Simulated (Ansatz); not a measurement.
# What NaSrH3 (model cell, started as cubic perovskite with Sr in the octahedra) distorts into, part 3 of 3

Which phase does NaSrH3 (model cell, started as cubic perovskite with Sr in the octahedra) fall into along its unstable mode, and how much energy does it gain?

Ansatz 0.2.0; DFT PBEsol, scalar-relativistic, plane waves, PAW; PAW set soft_1.

So far. Step 5 (Energy along the mode, all amplitudes (two of the runs …): The lowest of the steps tried is the last one, at 0.6 Å, 74.0 meV/atom below the parent; the bottom of the well need not coincide with a step. Step 7 (The new phase in its own primitive cell): The largest force component left is 0.94 meV/Å and the pressure is 0.008 GPa, within the tolerances set. The cell now holds 17.97 Å³/atom. The relaxed cell has a = 6.204, c = 16.176 Å (conventional setting).

The structure was built from a prototype and need not be the compound's stable phase.

**8. Modes of the new phase, k-mesh 6×6×6**

A relaxed structure may still be a saddle point, so its zone-centre modes are computed. The response to a homogeneous field gives the Born charges and the dielectric tensor.

Input file input.yaml:

```yaml
crystal:
  lattice:
    - [3.1020648747, 1.7909779904, 5.3919793483]
    - [-3.1020648747, 1.7909779904, 5.3919793483]
    - [0.0, -3.5819559809, 5.3919793483]
  atoms:
    - { symbol: Na, position: [0.25, 0.25, 0.25] }
    - { symbol: Na, position: [0.75, 0.75, 0.75] }
    - { symbol: Sr, position: [0.5, 0.5, 0.5] }
    - { symbol: Sr, position: [0.0, 0.0, 0.0] }
    - { symbol: H, position: [0.6034771854, 0.25, 0.8965228146] }
    - { symbol: H, position: [0.3965228146, 0.75, 0.1034771854] }
    - { symbol: H, position: [0.8965228146, 0.6034771854, 0.25] }
    - { symbol: H, position: [0.1034771854, 0.3965228146, 0.75] }
    - { symbol: H, position: [0.25, 0.8965228146, 0.6034771854] }
    - { symbol: H, position: [0.75, 0.1034771854, 0.3965228146] }
kpoints:
  mp_grid: { grid: [6, 6, 6] }
hamiltonian:
  xc: pbesol
  pseudopotentials: { kind: paw, azcp: { folder: soft_1 }, xc_functional: pbe }
scf:
  occupations: { method: fixed }
output:
  eigenvalues: true
phonons:
  method: dfpt
  dielectric: true
  rigid_motions: translations
```

Started as:

```sh
> ansatz run input.yaml --threads 4 --pin off --max-ram 16384MiB --backend cpu --events-out ev --progress --plain --runs-dir out
```

Numbers of over 12 decimals in the logs are rounded to 6 here.

Output:

```text
[...]
Crystal: 10 atoms, lattice volume = 179.738 Å³
Basis set: ecut = 420 eV, 3493 PW (Γ), exchange–correlation on 96×96×96 points (8 copies of the dense FFT grid, shifted against one another)
Bands: 32, of which v1, the nominal top of the filled ones, is band 22 counted from 1 (21 counted from 0)
Symmetry: 12 space group operations
k-points: 112 of 216 (irreducible under 1 space group operation, time reversal used)
[...]
SCF iter   1: F=—  HF=-10034.895258 eV  |F-HF|=—  |Δ(HF+E_count)|=         —  Δρ=5.24e-2  dr2=6.04e0  ethr=3.10e-3  ⟨swp⟩=6.0  Hψ=15370  notcnv=0  defer=808
[...]
SCF iter   9: F=-10032.894718 eV  HF=-10032.894718 eV  |F-HF|=1.40e-10  |Δ(HF+E_count)|=   8.22e-9  Δρ=1.95e-7  dr2=7.96e-11  ethr=1.00e-12  ⟨swp⟩=20.1  Hψ=35852  notcnv=0
SCF 1 converged in 9 iterations: F = -10032.894718 eV  dr2 = 7.96e-11
[...]
NSCF: frozen V_eff on 6 k-points
DFPT response loops at Γ: preconditioner auto → Resta (q_TF=auto, 2.158 Å⁻¹)  ε∞=4.8 (no band partly filled); β = 1.00, the filter's whole step (`scf.mixing.beta` (0.50) is not read by the response loops at its default; to damp them type it under 1.00, their step now; it binds the ground state too); Broyden in place of MSR1
── the response to a field inside a basis, on 6×6×6 k-points: an SCF that follows is theirs, and a resumed run solves both again ──
Bands: 23, of which v1, the nominal top of the filled ones, is band 22 counted from 1 (21 counted from 0)
k-points: 28 of 216
[...]
Eigensolver: Dense (28 Hₖ)
SCF iter   1: F=—  HF=-10032.882895 eV  |F-HF|=—  |Δ(HF+E_count)|=         —  Δρ=1.13e-4  dr2=6.80e-6  ethr=1.00e-1
[...]
SCF iter   3: F=-10032.882903 eV  HF=-10032.882903 eV  |F-HF|=6.86e-8  |Δ(HF+E_count)|=   3.05e-6  Δρ=6.39e-6  dr2=9.84e-8  ethr=4.78e-9
SCF 1 converged in 3 iterations: F = -10032.882903 eV  dr2 = 9.84e-8
[...]
SCF converged after 9 iterations
Free energy (F): -10032.894718 eV
[...]
Internal energy: -10032.894718 eV  (E = F + TS)
E sigma→0 (E₀):  -10032.894718 eV
Fermi energy:    1.679915 eV
[...]
--- Band table (eV; the first three rows and the last of 112) ---
  k-point 0: bands = [... 18 lower, 0.4406, 1.5029, 1.6799, 1.6799, 4.2815, 4.7907, 4.7907, 7.0517, ... 6 higher]
  k-point 1: bands = [... 18 lower, 0.5035, 1.4054, 1.4346, 1.5499, 4.4722, 4.8401, 4.9096, 7.0036, ... 6 higher]
  k-point 2: bands = [... 18 lower, 0.6708, 0.9329, 1.2477, 1.2690, 4.9033, 5.0698, 5.1318, 6.2978, ... 6 higher]
  k-point 111: bands = [... 18 lower, 0.9842, 0.9842, 0.9842, 0.9842, 5.5948, 5.5948, 5.9273, 5.9273, ... 6 higher]
--- Phonons (Γ-DFPT): 6 representative perturbations + reference, on 112 of 216 k-points (Σ response iterations 23) ---
  k mesh reduced under 1 symmetry operation, with k and −k counted as one. Each operation leaves every solved perturbation unchanged. A smaller set is not considered because the run solves the response to a homogeneous field
  ASR residual: 7.031e-5 → 0.000e0 eV/Å²; symmetrization residual: 1.822e-6 eV/Å²
  ASR residual per site (eV/Å²): 7.03e-5 7.03e-5 2.73e-5 2.73e-5 4.09e-5 4.09e-5 4.39e-5 4.39e-5 4.09e-5 4.09e-5
  Γ frequencies (cm⁻¹): -263.32 -220.18 -220.18 -69.20 0.00 0.00 0.00 123.81 124.57 124.57 124.75 124.75 155.20 166.98 166.98 399.11 399.11 587.39 714.49 714.49 785.89 818.88 825.47 825.47 933.86 966.71 966.71 983.56 983.56 1098.66
  ε∞ (high-frequency dielectric tensor):
        3.325044     0.000000     0.000000
        0.000000     3.325044    -0.000000
        0.000000    -0.000000     3.403939
  softest optical mode at Γ: -263.32 cm⁻¹; the repairs (sum rule, projections) moved no ω² at Γ by more than (5.18 cm⁻¹)²
  Born effective charges Z* (e; rows j = field, columns β = displacement):
    site 0:
         1.00450    0.00000   -0.00000
        -0.00000    1.00450   -0.00000
         0.00000   -0.00000    1.09529
    site 1:
         1.00450    0.00000    0.00000
        -0.00000    1.00450   -0.00000
         0.00000   -0.00000    1.09529
    site 2:
         1.96777    0.01630    0.00000
        -0.01630    1.96777    0.00000
        -0.00000    0.00000    1.93874
    site 3:
         1.96777   -0.01630   -0.00000
         0.01630    1.96777    0.00000
         0.00000    0.00000    1.93874
    site 4:
        -1.02274    0.05540   -0.07213
         0.05540   -0.95877    0.04164
        -0.06399    0.03695   -1.01134
    site 5:
        -1.02274    0.05540   -0.07213
         0.05540   -0.95877    0.04164
        -0.06399    0.03695   -1.01134
    site 6:
        -0.92679    0.00000    0.00000
        -0.00000   -1.05472   -0.08329
         0.00000   -0.07389   -1.01134
    site 7:
        -0.92679    0.00000    0.00000
        -0.00000   -1.05472   -0.08329
        -0.00000   -0.07389   -1.01134
    site 8:
        -1.02274   -0.05540    0.07213
        -0.05540   -0.95877    0.04164
         0.06399    0.03695   -1.01134
    site 9:
        -1.02274   -0.05540    0.07213
        -0.05540   -0.95877    0.04164
         0.06399    0.03695   -1.01134
  Z* charge neutrality: 2.212e-3 e pre-enforcement
  solved inside a basis spanned on kpoints, on 6×6×6 k-points, its susceptibility summed on 10×10×10: ε∞ is read to err by 8.2e-3, Z* by 1.1e-2 e (field_mesh: kpoints solves on kpoints); Z* is corrected for what the basis lacks
  optical modes at Γ without the LO–TO term, one row a degenerate level:
      ω (cm⁻¹)  modes    IR ((D/Å)²/amu)
       -263.32      1            81.8772
       -220.18      2            46.5011
        -69.20      1             0.0000
        123.81      1             0.0000
        124.57      2             0.0000
        124.75      2             0.0024
        155.20      1            10.1939
[...]
optical modes at Γ + LO–TO along q̂ = [1.0000, 0.0000, 0.0000]:
      ω (cm⁻¹)  modes    IR ((D/Å)²/amu)
[...]
optical modes at Γ + LO–TO along q̂ = [0.0000, 1.0000, 0.0000]:
      ω (cm⁻¹)  modes    IR ((D/Å)²/amu)
[...]
optical modes at Γ + LO–TO along q̂ = [0.0000, 0.0000, 1.0000]:
      ω (cm⁻¹)  modes    IR ((D/Å)²/amu)
[...]
166.98      2             1.9731
        399.11      2             0.0000
        444.01      1            51.0814
        587.39      1             0.0000
        714.49      2           172.9880
        785.89      1             0.0000
        818.88      1             0.0000
        825.47      2             0.0000
        966.71      2            58.3387
        983.56      2             0.0000
       1062.03      1            93.1485
       1098.66      1             0.0000
```

The job ended after 2.5 min (4 threads of Arm Neoverse V2, shared host; peak memory 2.4 GiB).

Numbers from this step:

```
sum-rule residual before enforcement                    : 7.03e-5 eV/Å²
miss of the charge sum rule                             : 0.002212 e
estimated error of the dielectric tensor                : 0.008187
estimated error of the Born charges                     : 0.01131 e
point group                                             : -3m
highest optical mode at the zone centre (no LO-TO term) : 1099 cm⁻¹
lowest optical zone-centre mode                         : -263.3 cm⁻¹
mean high-frequency dielectric constant                 : 3.351
largest Born charge (third of the trace)                : 1.958 e
top of the zone-centre spectrum with the field          : 1099 cm⁻¹
```

Without the LO-TO term. Patterns of degenerate modes are one choice out of their space. The modes at Γ (shares of kinetic energy by element, %) (negative means imaginary):

| mode | frequency (cm⁻¹) | symmetry | Na % | Sr % | H % |
| --- | --- | --- | --- | --- | --- |
| 1 | -263.3 | A2u | 19 | 1 | 80 |
| 2 | -220.2 | Eu | 4 | 0 | 96 |
| 3 | -220.2 | Eu | 4 | 0 | 96 |
| 4 | -69.2 | A2g | 98 | 0 | 2 |
| 5 | 0.0 | acoustic | 20 | 77 | 3 |
| 6 | 0.0 | acoustic | 20 | 77 | 3 |
| 7 | 0.0 | acoustic | 20 | 77 | 3 |
| 8 | 123.8 | A1u | 0 | 100 | 0 |
| 9 | 124.6 | Eg | 91 | 0 | 9 |
| 10 | 124.6 | Eg | 91 | 0 | 9 |
| 11 | 124.8 | Eu | 0 | 99 | 0 |
| 12 | 124.8 | Eu | 0 | 99 | 0 |
| 13 | 155.2 | A2u | 61 | 21 | 18 |
| 14 | 167.0 | Eu | 73 | 22 | 5 |
| 15 | 167.0 | Eu | 73 | 22 | 5 |
| 16 | 399.1 | Eg | 8 | 0 | 92 |
| 17 | 399.1 | Eg | 8 | 0 | 92 |
| 18 | 587.4 | A2g | 2 | 0 | 98 |
| 19 | 714.5 | Eu | 2 | 1 | 97 |
| 20 | 714.5 | Eu | 2 | 1 | 97 |
| 21 | 785.9 | A1g | 0 | 0 | 100 |
| 22 | 818.9 | A1u | 0 | 0 | 100 |
| 23 | 825.5 | Eg | 1 | 0 | 99 |
| 24 | 825.5 | Eg | 1 | 0 | 99 |
| 25 | 933.9 | A2u | 0 | 1 | 99 |
| 26 | 966.7 | Eu | 0 | 1 | 99 |
| 27 | 966.7 | Eu | 0 | 1 | 99 |
| 28 | 983.6 | Eg | 0 | 0 | 100 |
| 29 | 983.6 | Eg | 0 | 0 | 100 |
| 30 | 1098.7 | A2g | 0 | 0 | 100 |

Displacements in mode 1 (-263.3 cm⁻¹), the largest set to 1:
```
Na1  0.00  0.00  0.21
Na2  0.00  0.00  0.21
Sr3  0.00  0.00 -0.02
Sr4  0.00  0.00 -0.02
H5   0.56 -0.32 -1.00
H6   0.56 -0.32 -1.00
H7   0.00  0.65 -1.00
H8   0.00  0.65 -1.00
H9  -0.56 -0.32 -1.00
H10 -0.56 -0.32 -1.00
```

Displacements in mode 11 (124.8 cm⁻¹), the largest set to 1:
```
Na1 -0.01  0.11  0.00
Na2 -0.01  0.11  0.00
Sr3 -0.99 -0.14  0.00
Sr4  1.00  0.07  0.00
H5   0.25  0.14  0.02
H6   0.25  0.14  0.02
H7  -0.03 -0.24 -0.03
H8  -0.03 -0.24 -0.03
H9  -0.22  0.19  0.01
H10 -0.22  0.19  0.01
```

Optical modes at the zone centre, without and with the macroscopic field of the longitudinal modes; each column is sorted by frequency, so a row need not hold one and the same mode. Modes with and without the field, by row:

| rank among optical modes | no field (cm⁻¹) | q along (1, 0, 0) (cm⁻¹) | q along (0, 0, 1) (cm⁻¹) |
| --- | --- | --- | --- |
| 1 | -263.3 | -263.3 | -220.2 |
| 2 | -220.2 | -220.2 | -220.2 |
| 3 | -220.2 | -69.2 | -69.2 |
| 4 | -69.2 | -55.2 | 96.7 |
| 5 | 123.8 | 123.8 | 123.8 |
| 6 | 124.6 | 124.6 | 124.6 |
| 7 | 124.6 | 124.6 | 124.6 |
| 8 | 124.8 | 124.8 | 124.8 |
| 9 | 124.8 | 124.8 | 124.8 |
| 10 | 155.2 | 155.2 | 167 |
| 11 | 167 | 167 | 167 |
| 12 | 167 | 180.7 | 399.1 |
| 13 | 399.1 | 399.1 | 399.1 |
| 14 | 399.1 | 399.1 | 444 |
| 15 | 587.4 | 587.4 | 587.4 |
| 16 | 714.5 | 714.5 | 714.5 |
| 17 | 714.5 | 785.9 | 714.5 |
| 18 | 785.9 | 818.9 | 785.9 |
| 19 | 818.9 | 825.5 | 818.9 |
| 20 | 825.5 | 825.5 | 825.5 |
| 21 | 825.5 | 855 | 825.5 |
| 22 | 933.9 | 933.9 | 966.7 |
| 23 | 966.7 | 966.7 | 966.7 |
| 24 | 966.7 | 983.6 | 983.6 |
| 25 | 983.6 | 983.6 | 983.6 |
| 26 | 983.6 | 1078 | 1062 |
| 27 | 1099 | 1099 | 1099 |

Born charge (rows field, columns displacement) (e), principal values of the symmetric part by kind of site:

```
atom  atoms with these values    low  middle   high   mean
 Na1                        2   1.00    1.00   1.10   1.03
 Sr3                        2   1.94    1.97   1.97   1.96
  H5                        6  -1.11   -0.95  -0.93  -1.00
```

In full for Sr3:

```
 1.97  0.02  0.00
-0.02  1.97  0.00
 0.00  0.00  1.94
```

High-frequency dielectric tensor:

```
3.33 0.00 0.00
0.00 3.33 0.00
0.00 0.00 3.40
```

Transverse modes; imaginary modes are left out. Infrared lines, with heights relative to the strongest:

```csv
position (cm⁻¹),lines merged,relative intensity
124,1,0.0
125,2,0.0
155,1,5.9
167,1,1.1
399,1,0.0
587,1,0.0
714,1,100
786,1,0.0
819,1,0.0
826,1,0.0
934,1,31
967,1,34
984,1,0.0
1099,1,0.0
```

Before it was imposed, the acoustic sum rule was missed by 7.0e-5 eV/Å² and the charge sum rule by 0.0022 e. Small misses are needed for a sound result but don't prove that mesh and cutoff are converged. The lowest optical mode is imaginary, 263.3i cm⁻¹, so the energy falls along it.

**9. Outcome**

- unstable mode of the parent: q = (-0.5, -0.5, -0.5), 494i cm⁻¹
- depth at the lowest point sampled: 74.0 meV/atom
- largest atomic shift at that point: 0.6 Å
- space group reached (within 0.01 Å): R-3c
- energy gained over the parent (first relaxation, on the mesh of the frozen mode): 135 meV/atom
- volume per atom, phase reached: 18.0 Å³
- gap on the k-mesh, phase reached: 2.60 eV
- lowest optical zone-centre mode, phase reached: -263 cm⁻¹
- highest optical mode at the zone centre (no LO-TO term), phase reached: 1099 cm⁻¹

Along this mode the structure falls into R-3c, 135 meV/atom below the parent. At the parent's cell the well is 73.97 meV/atom deep on the steps tried, with its lowest point at a shift of 0.6 Å. That is the last step tried, so the steps alone don't bracket the bottom of the well. Relaxing atoms and cell changes the gain by +61.25 meV/atom against the lowest step (energies at zero smearing). The new phase still has an imaginary mode at the zone centre of its cell, so it is a saddle point on the way to a lower structure. Of the 4 patterns followed to their end from this parent, this one reaches the lowest energy. Each path keeps the symmetry of its pattern, so a lower phase may lie along a pattern not tried. The PAW files were made for PBE and serve the other functionals too. The starting cell was built on a prototype and not taken from a measurement, so the phase need not exist.

[Logs are printed without paths, hosts, clocks, repeated set-up lines and the standing remarks that a program may print on its own settings, such as how far it seeks lower states.]

[Hosts, paths, dates, database ids (printed as entryN), source tags and the programs' standing remarks are cut or masked in the printed files.]
